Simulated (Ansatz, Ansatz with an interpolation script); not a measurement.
In doubt: one-shot GW on d or f shells is unsure, so the values of those runs are not to be relied on.

Rows from a G0W0 calculation on LuBi2O4Cl (P4/mmm) (Ansatz 0.2.0; G0W0 on PBEsol, plane waves, PAW; PAW set soft_1; 4×4×2 mesh, 539 empty bands, screening to 150 eV, PAW set soft_1 files), in eV. Spin-orbit coupling is left out.

| row | k | band | start | Σx | Σc at the solution | Vxc |
| --- | --- | --- | --- | --- | --- | --- |
| A | (-0.500, -0.500, 0.000) | c1 | 13.680 | -11.062 | -3.596 | -15.291 |
| B | Γ | c1 | 11.128 | -9.757 | -3.482 | -13.633 |
| C | Γ | v1 | 9.628 | -27.434 | 3.823 | -22.957 |
| D | (-0.500, -0.500, 0.000) | v1 | 9.999 | -33.589 | 5.675 | -27.029 |
| E | Γ | c2 | 13.868 | -10.811 | -4.017 | -15.384 |
| F | Γ | v2 | 9.211 | -32.111 | 5.525 | -25.725 |

**Question.** Give the quasiparticle energies and the shift of each level.

The quasiparticle equation reads E = start + Σx + Σc(E) − Vxc.

| row | E (eV) | shift (eV) |
| --- | --- | --- |
| A | 14.312 | +0.633 |
| B | 11.523 | +0.395 |
| C | 8.973 | −0.655 |
| D | 9.115 | −0.884 |
| E | 14.425 | +0.556 |
| F | 8.350 | −0.861 |

The gap over the computed points goes from 1.13 eV to 2.41 eV.

Limits: not at the basis limit; no spin-orbit coupling; coarse k mesh.

[Runs of the session that timed out or met a known fault of the program may be left out.]

[Hosts, paths, dates, database ids (printed as entryN), source tags and the programs' standing remarks are cut or masked in the printed files.]
